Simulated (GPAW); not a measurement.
# The Zn K excitation threshold of ZnS (F-43m) under uniform strain

For each volume the threshold was computed as E(hole) − E(ground) plus the lowest empty eigenvalue of the hole cell (GPAW, LDA, 8-atom cell, total energies on 3×3×3 k points, the eigenvalue on 5×5×5, hole spin-paired). The values are raw, 31 eV above the value with the free atom's term for the hole's spin taken off; only their change is used. The threshold is the spectrum's zero, where absorption may be weak, not the visible edge.

| volume | ln(V/V₀) | threshold (eV) |
| --- | --- | --- |
| V × 0.94 | -0.06188 | 9672.658 |
| V × 0.97 | -0.03046 | 9672.463 |
| V × 1 | +0.00000 | ? |
| V × 1.03 | +0.02956 | 9672.115 |
| V × 1.06 | +0.05827 | 9671.960 |

The database entry behind the starting cell differs from later determinations by our own check (about 0.1 % short), so it need not match the best structure at ambient conditions.

Fit a straight line in ln(V/V₀), give its slope, and predict the threshold at V × 1.

The means of the given rows are x̄ = -0.00113 and Ē = 9672.299 eV. Σ(x − x̄)(E − Ē) = -0.0524 and Σ(x − x̄)² = 0.009021, so the slope is -5.81 eV, and the line passes the given rows within 0.006 eV. At x = +0.00000 it gives 9672.299 + (-5.81) × (+0.00113) = 9672.292 eV. The run gives 9672.283 eV, a miss of +0.009 eV over a total move of -0.698 eV. The slope is the clamped-ion volume deformation potential of the lowest empty level of the hole cell on this mesh (the hole may pull it below the band edge) against the Zn 1s level, with the hole's relaxation included: the threshold falls by 0.058 eV for 1 % of expansion. The charged cell's image error also scales with the cell's size and isn't taken out.

[Hosts, paths, dates, database ids (printed as entryN), source tags and the programs' standing remarks are cut or masked in the printed files.]

[Lists of maxima count a maximum above −3 eV only where it reaches 4 % of the highest in the window and stands out from its surroundings by 2 % of it (1.5 % where it reaches 55 %); shoulders and weaker maxima are passed over, and of the rest the first, up to two pre-edge ones and the few strongest are named.]
